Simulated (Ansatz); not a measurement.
# FeAs2 (Lollingite): a many-body input that goes wrong, and its mend

Aim: the G0W0 gap of FeAs2 (Lollingite). The first input has a fault.

Main program and level: Ansatz 0.2.0; G0W0 on LDA, plane waves, PAW.

In doubt: one-shot GW on d or f shells is unsure, so the values of those runs are not to be relied on.

### 1. The structure

It takes space group Pnnm (No. 58, orthorhombic). Conventional cell: a = 5.301 Å, b = 5.986 Å, c = 2.882 Å, α = 90.00°, β = 90.00°, γ = 90.00°. Nearest to Fe lie 6 As at 2.36 to 2.39 Å. As has 3 Fe at 2.36 to 2.39 Å and 1 As at 2.49 Å nearest. Farther neighbours are not listed.

The cell and positions come from the Crystallography Open Database and are kept as given unless a step says otherwise. The default PAW set here is soft_2. Its files were made with PBE.

### 2. First try

The input, input.yaml:

```yaml
crystal:
  lattice:
    - [5.3012, 0.0, 0.0]
    - [0.0, 5.9858, 0.0]
    - [0.0, 0.0, 2.8822]
  atoms:
    - { symbol: Fe, position: [0.0, 0.0, 0.0] }
    - { symbol: Fe, position: [0.5, 0.5, 0.5] }
    - { symbol: As, position: [0.1763, 0.3624, 0.0] }
    - { symbol: As, position: [0.8237, 0.6376, 0.0] }
    - { symbol: As, position: [0.6763, 0.1376, 0.5] }
    - { symbol: As, position: [0.3237, 0.8624, 0.5] }
kpoints:
  mp_grid: { grid: [4, 2, 4] }
hamiltonian:
  xc: lda
scf:
  occupations: { method: fixed }
gw:
  n_empty_bands: 148
  ecut_chi: 10
  qp_bands: [v2, c2]
  qp_kpoints: band_edges
  screening: { model: contour_deformation }
```

On the command line:

```bash
$ ansatz run input.yaml --threads 3 --pin off --max-ram 92160MiB --backend cuda --events-out ev --progress --plain --runs-dir out --devices 1 --max-vram 13GiB
```

Numbers of over 12 decimals in the logs are rounded to 6 here.

The log of the run:

```text
GPUs: using 1 of 1 available (devices: 1).
Engine: ansatz 0.2.0, x86_64-unknown-linux-gnu
Pseudopotentials: kind: paw
Pseudopotential: Fe, paw, valence charge 16, recommended cutoff 420 eV (normal), Fe.paw.azcp
Pseudopotential: As, paw, valence charge 15, recommended cutoff 420 eV (normal), As.paw.azcp
Functional definition: SPW92
  exchange = slater_x
  correlation = pw_c
device memory: the entry about to start is reckoned to put 1.8 GiB on a device that reports 59.9 GiB free (of which the cap on the GPU budget leaves the run 13.0 GiB)
GPU FFT provider: cuFFT
GPU libraries: cuBLAS 13.8.2, cuFFT 12.4.0, cuSOLVER 12.3.4
Crystal: 6 atoms, lattice volume = 91.458 Å³
Basis set: ecut = 420 eV, 1781 PW (Γ)
Bands: 56, of which v1, the nominal top of the filled ones, is band 46 counted from 1 (45 counted from 0)
Symmetry: 8 space group operations
Space group: Pnnm (ITA 58), of the structure as read, at distance tolerance 4.5e-5 Å
k-points: 18 of 32
Non-local potential: Fe, projectors of the file, l = 0: 3, l = 1: 2, l = 2: 3, l = 3: 1
Non-local potential: As, projectors of the file, l = 0: 2, l = 1: 2, l = 2: 3, l = 3: 1
PAW form: soft (Blöchl's): semilocal exchange-correlation on the pseudo side does not see the compensation charge
PAW frozen core: Fe, regenerated for the run's functional, and the local potential with it (the file was generated under x = pbe(κ = 0.804, μ = 0.219515), c = pbe(β = 0.066725))
PAW frozen core: As, regenerated for the run's functional, and the local potential with it (the file was generated under x = pbe(κ = 0.804, μ = 0.219515), c = pbe(β = 0.066725))
PAW one-centre angular grid: Fe, 590 points (default); XC on 64 Gauss nodes
PAW one-centre angular grid: As, 590 points (default); XC on 64 Gauss nodes
Initial density: superposition of atomic densities (neutral atoms: chi_scale 0, normalization atom), corrected by the library's trained network
Initial wavefunctions: pseudopotential atomic-orbital guess
GPU buffer pool allocated for 32400 grid points (all kernels)
GPU transforms: local potential and band sums: pruned to the plane-wave sphere, on 36×45×20
Functional: x = slater, c = lda
SCF iter   1: F=—  HF=-27936.799699 eV  |F-HF|=—  |Δ(HF+E_count)|=         —  Δρ=1.56e-2  dr2=1.68e-1  ethr=1.77e-3  ⟨swp⟩=4.4  Hψ=2960  notcnv=0  defer=130
preconditioner: auto → Resta (q_TF=auto, 2.731 Å⁻¹)  ε∞=9.4  [insulator: Δε(μ)=0.295 eV  Ē_g=8.026 eV  n_scr=38 (ndim 8)  ℏωp=23.3 eV  f_vac=0.000  ε∞_Penn≈9.4]
SCF iter   2: F=—  HF=-27936.826494 eV  |F-HF|=—  |Δ(HF+E_count)|=   2.68e-2  Δρ=2.25e-2  dr2=4.53e-1  ethr=1.83e-4  ⟨swp⟩=3.0  Hψ=2038  notcnv=0  defer=144  recentre
SCF iter   3: F=—  HF=-27936.783554 eV  |F-HF|=—  |Δ(HF+E_count)|=   4.29e-2  Δρ=6.01e-3  dr2=2.03e-2  ethr=1.83e-4  ⟨swp⟩=2.9  Hψ=1227  notcnv=0  defer=143
SCF iter   4: F=—  HF=-27936.779297 eV  |F-HF|=—  |Δ(HF+E_count)|=   4.26e-3  Δρ=7.49e-4  dr2=6.11e-4  ethr=2.21e-5  ⟨swp⟩=2.1  Hψ=1187  notcnv=0  defer=144
SCF iter   5: F=—  HF=-27936.779131 eV  |F-HF|=—  |Δ(HF+E_count)|=   1.66e-4  Δρ=4.53e-4  dr2=1.83e-4  ethr=6.64e-7  ⟨swp⟩=2.8  Hψ=1815  notcnv=0  defer=135
SCF iter   6: F=—  HF=-27936.779107 eV  |F-HF|=—  |Δ(HF+E_count)|=   2.43e-5  Δρ=6.28e-5  dr2=3.27e-6  ethr=1.99e-7  ⟨swp⟩=2.3  Hψ=1335  notcnv=0  defer=52
SCF iter   7: F=—  HF=-27936.779105 eV  |F-HF|=—  |Δ(HF+E_count)|=   1.43e-6  Δρ=8.00e-5  dr2=5.31e-6  ethr=3.55e-9  ⟨swp⟩=2.0  Hψ=1652  notcnv=0  defer=52
SCF iter   8: F=-27936.779105 eV  HF=-27936.779105 eV  |F-HF|=2.51e-8  |Δ(HF+E_count)|=   2.87e-7  Δρ=8.75e-6  dr2=3.97e-8  ethr=1.09e-10  ⟨swp⟩=7.7  Hψ=3774  notcnv=0
SCF 1 converged in 8 iterations: F = -27936.779105 eV  dr2 = 3.97e-8
[...]
device memory: the entry about to start is reckoned to put 2.3 GiB on a device that reports 60.4 GiB free (of which the cap on the GPU budget leaves the run 13.0 GiB)
NSCF: frozen V_eff on 18 k-points
[...]
device memory: the entry about to start is reckoned to put 4.0 GiB on a device that reports 59.2 GiB free (of which the cap on the GPU budget leaves the run 13.0 GiB)
NSCF: frozen V_eff on 18 k-points
G₀W₀ screening: q 1/18
[... further progress lines ...]
device memory: the entry about to start is reckoned to put 0.5 GiB on a device that reports 53.9 GiB free (of which the cap on the GPU budget leaves the run 13.0 GiB)
NSCF: frozen V_eff on 1 k-points
device memory: the entry about to start is reckoned to put 0.6 GiB on a device that reports 53.8 GiB free (of which the cap on the GPU budget leaves the run 13.0 GiB)
NSCF: frozen V_eff on 1 k-points
device memory: the entry about to start is reckoned to put 0.5 GiB on a device that reports 53.8 GiB free (of which the cap on the GPU budget leaves the run 13.0 GiB)
NSCF: frozen V_eff on 1 k-points
device memory: the entry about to start is reckoned to put 0.6 GiB on a device that reports 53.4 GiB free (of which the cap on the GPU budget leaves the run 13.0 GiB)
NSCF: frozen V_eff on 1 k-points
SCF converged after 8 iterations
Free energy (F): -27936.779105 eV
Harris-Foulkes:  -27936.779105 eV  (|F-HF|=2.51e-8)
Internal energy: -27936.779105 eV  (E = F + TS)
E sigma→0 (E₀):  -27936.779105 eV
Fermi energy:    14.184883 eV
--- Per-component energies (eV) ---
  E_band       = -1231.020937
  E_kinetic    = 1129.851283
  E_local      = -10541.877813  (includes V_loc(G=0)·N_el)
  E_nonlocal   = -2220.707891
  E_hartree    = 5359.946118
  E_xc         = -555.792864
  E_vxc        = -629.024454  (∫ρ·V_xc dr)
  E_paw        = -9625.426770  (= ΣΔE_a)
  E_vpaw       = 310.844010  (= ΣTr[D̂ρ^β])
  E_aug_tail   = 0.001579  (compensation charges beyond the density's cutoff)
  E_ewald      = -11491.876738
  E_core_change = 9.103992  (= ΣΔE_core)
  E_smearing   = -0.000000  (= −TS)
  E_closure    = 0.000000  (closes the sum)
  Σ components = -27936.779105   (vs F -27936.779105, Δ=0.00e0)
--- Band table (eV; the first three rows and the last of 18) ---
  k-point 0: bands = [... 42 lower, 13.6126, 13.9530, 14.0146, 14.0828, 15.7685, 16.7105, 18.4491, 18.9557, ... 6 higher]
  k-point 1: bands = [... 42 lower, 13.4835, 13.5370, 13.5715, 13.7387, 14.4407, 15.2286, 15.8112, 16.5944, ... 6 higher]
  k-point 2: bands = [... 42 lower, 13.2726, 13.2726, 13.8472, 13.8472, 14.7082, 14.7082, 16.0459, 16.0459, ... 6 higher]
  k-point 17: bands = [... 42 lower, 13.3703, 13.3703, 14.1849, 14.1849, 14.7268, 14.7268, 16.6445, 16.6445, ... 6 higher]
--- G₀W₀: contour deformation, 8 samples at zero and on the imaginary axis and 1 off it, 32 q-points, 148 empty bands' worth ---
  eigenvalues of the whole cell's RPA ε∞ on this k-mesh (on a slab, of 1 + 4πα/V) = 25.1900, 33.0747, 45.4843; static W/v taken at q = 0 is 0.028936
  gw.qp_kpoints: band_edges: 18 of 18 stored k-points solved, in 1 pass; an edge of the gap read off the rows below is read off those points alone
    ik  band        ε_KS         Σx   Σc(E_QP)       V_xc       Z   E_QP_lin       E_QP  E_QP is
     0    45     14.0146   -35.0959     4.6324   -30.2979  0.7096    13.8468    13.8491  root
     0    46     14.0828   -35.3784     4.6345   -30.5522  0.7119    13.8886    13.8912  root
     0    47     15.7685   -25.9958    -2.6592   -29.8910  0.7572    17.0132    17.0044  root
     0    48     16.7105   -10.9573    -3.2496   -15.4144  0.7973    17.9228    17.9179  root
     1    45     13.5715   -31.3172     4.2280   -27.0916  0.6979    13.5738    13.5738  root
     1    46     13.7387   -29.9729     2.4710   -28.6586  0.7298    14.8607    14.8955  root
     1    47     14.4407   -24.9231    -1.8377   -27.9281  0.7446    15.6195    15.6079  root
     1    48     15.2286   -16.6266    -2.9539   -20.9099  0.7710    16.5457    16.5580  root
     2    45     13.8472   -30.8084     3.6643   -27.3270  0.7260    14.0285    14.0302  root
     2    46     13.8472   -30.8084     3.6643   -27.3270  0.7260    14.0285    14.0302  root
     2    47     14.7082   -24.8418    -3.3365   -29.8215  0.7264    16.3353    16.3514  root
     2    48     14.7082   -24.8418    -3.3365   -29.8215  0.7264    16.3353    16.3514  root
     3    45     13.9668   -34.5356     4.6770   -29.6833  0.6978    13.7919    13.7916  root
     3    46     13.9668   -34.5356     4.6770   -29.6833  0.6978    13.7919    13.7916  root
[...]
16    48     14.9027   -21.3140    -2.9389   -25.9446  0.7555    16.5857    16.5944  root
    17    45     14.1849   -22.3861     2.5227   -20.2925  0.7742    14.6095    14.6140  root
    17    46     14.1849   -22.3861     2.5227   -20.2925  0.7742    14.6095    14.6140  root
    17    47     14.7268   -25.3291    -3.6154   -30.7418  0.7263    16.5065    16.5241  root
    17    48     14.7268   -25.3291    -3.6154   -30.7418  0.7263    16.5065    16.5241  root
```

It took 18 s on 1 × NVIDIA H100 80GB HBM3 (shared by 6 runs) with 3 threads of AMD EPYC 7R13 (Zen 3), shared host; peak memory 1.2 GiB.

**Diagnosis.**

The run ended normally, though the input holds a fault or crude settings.

The fault: screening cutoff of 10 eV. Nearly all local fields and short-range correlation are left out.

It printed a gap of 0.71 eV, which is an artefact of the settings.

### 3. A better input

G0W0 replaces the xc potential by the self-energy, built once from these orbitals. Only a window of levels is corrected, while the sums run over the empty bands that the input names.

Edit input.yaml of step 2 so:

```diff
@@ -13,3 +13,3 @@
 kpoints:
-  mp_grid: { grid: [4, 2, 4] }
+  mp_grid: { grid: [4, 4, 6] }
 hamiltonian:
@@ -19,4 +19,4 @@
 gw:
-  n_empty_bands: 148
-  ecut_chi: 10
+  n_empty_bands: 336
+  ecut_chi: 138
   qp_bands: [v2, c2]
```

The log of the run:

```text
GPUs: using 1 of 1 available (devices: 1).
[...]
GPU FFT provider: cuFFT
GPU libraries: cuBLAS 13.8.2, cuFFT 12.4.0, cuSOLVER 12.3.4
Crystal: 6 atoms, lattice volume = 91.458 Å³
Basis set: ecut = 420 eV, 1781 PW (Γ)
Bands: 56, of which v1, the nominal top of the filled ones, is band 46 counted from 1 (45 counted from 0)
Symmetry: 8 space group operations
[...]
k-points: 36 of 96
[...]
GPU buffer pool allocated for 32400 grid points (all kernels)
[...]
SCF iter   1: F=—  HF=-27936.826389 eV  |F-HF|=—  |Δ(HF+E_count)|=         —  Δρ=9.49e-3  dr2=4.18e-2  ethr=1.77e-3  ⟨swp⟩=4.4  Hψ=5913  notcnv=0  defer=261
[...]
SCF iter   9: F=-27936.816318 eV  HF=-27936.816318 eV  |F-HF|=3.05e-8  |Δ(HF+E_count)|=   1.74e-8  Δρ=6.28e-6  dr2=3.48e-8  ethr=1.09e-10  ⟨swp⟩=8.4  Hψ=6505  notcnv=0
SCF 1 converged in 9 iterations: F = -27936.816318 eV  dr2 = 3.48e-8
[...]
0    45     14.0827   -35.0041     5.6401   -30.2494  0.6168    14.9377    14.9683  root
     0    46     14.1629   -35.2905     5.6526   -30.5366  0.6186    15.0336    15.0616  root
     0    47     15.8356   -26.0968    -2.8207   -29.9278  0.6703    16.8440    16.8458  root
     0    48     16.7035   -11.0035    -4.1921   -15.4125  0.7580    16.9214    16.9204  root
     1    45     13.8894   -30.1463     2.7647   -28.2512  0.6446    14.7325    14.7591  root
     1    46     13.9335   -33.6180     5.3862   -29.0750  0.6116    14.7393    14.7767  root
     1    47     14.7762   -20.2250    -2.7618   -23.6327  0.6845    15.4321    15.4221  root
     1    48     15.9045   -24.8139    -2.9996   -28.7546  0.6730    16.8436    16.8456  root
[...]
35    45     14.2046   -22.5429     2.2468   -20.5693  0.7118    14.4758    14.4778  root
    35    46     14.2046   -22.5429     2.2468   -20.5693  0.7118    14.4758    14.4778  root
    35    47     14.7983   -25.4952    -4.2245   -30.7293  0.6290    15.8181    15.8079  root
    35    48     14.7983   -25.4952    -4.2245   -30.7293  0.6290    15.8181    15.8079  root
[key lines of the parts left out:]
SCF converged after 9 iterations
Free energy (F): -27936.816318 eV
Fermi energy:    14.240246 eV
```

The job ended after 1.8 min (1 × NVIDIA H100 80GB HBM3 (shared by 6 runs) with 3 threads; peak memory 2.3 GiB).

Numbers from this step:

```
bands summed                                 : 382
RPA ε∞ on this mesh (eigenvalues)            : 26.01, 28.52, 41.40
plane waves in the screening matrix          : 337
q-points in the mesh                         : 96
G0W0 gap on the mesh                         : 0.3606 eV
k of the valence top                         : 0, 0, 0
k of the conduction bottom                   : 0, 0, 0.1667
starting gap on the mesh                     : 0.2540 eV
Z at the valence top                         : 0.6186
Z at the conduction bottom                   : 0.6845
least direct G0W0 gap on the computed points : 0.6146 eV
```

The gap on the mesh goes from 0.25 eV to 0.36 eV, a correction of +0.11 eV, though a band edge has moved to another state.

### 4. What came out

```json
{"first try": "converged after 18 s", "better run": "G0W0 gap on the mesh 0.36 eV (4×4×6 mesh, 336 empty bands, screening to 138 eV)"}
```

The second run differs in: mesh, empty bands and screening cutoff (eV). Bands and cutoff are finite, so the gap is not at the basis limit. The miss can reach some tenths of an eV and take either sign; the mesh is an error of its own. The 4×4×6 mesh is coarse for this cell (its supercell is 17 Å along the shortest edge). The RPA ε∞ on it, from the LDA start, is 26.01, 28.52 and 41.40; such meshes misread the long-range screening, most where the gap is narrow. The RPA ε∞ on this mesh reaches over 25; with a narrow direct gap a coarse mesh can overstate it, and the correction is then too small. The runs have no spin polarisation. For a closed low-spin shell that is the natural state; where a d or f shell is open it is a constraint, and the gap is then not the crystal's own. With d states at the gap, one-shot GW leans hard on its start. The many-body steps are scalar-relativistic: spin-orbit coupling is not in them.

[Paths, hosts, dates, memory and timing lines, banners, echoed tables and standing remarks are left out of the program output.]

[Logs are printed without paths, hosts, clocks, repeated set-up lines and the standing remarks that a program may print on its own settings, such as how far it seeks lower states.]

[Runs of the session that timed out or met a known fault of the program may be left out.]

[Cells called generated may have been cut or substituted from an entry of the Crystallography Open Database or the Materials Project.]

[Hosts, paths, dates, database ids (printed as entryN), source tags and the programs' standing remarks are cut or masked in the printed files.]
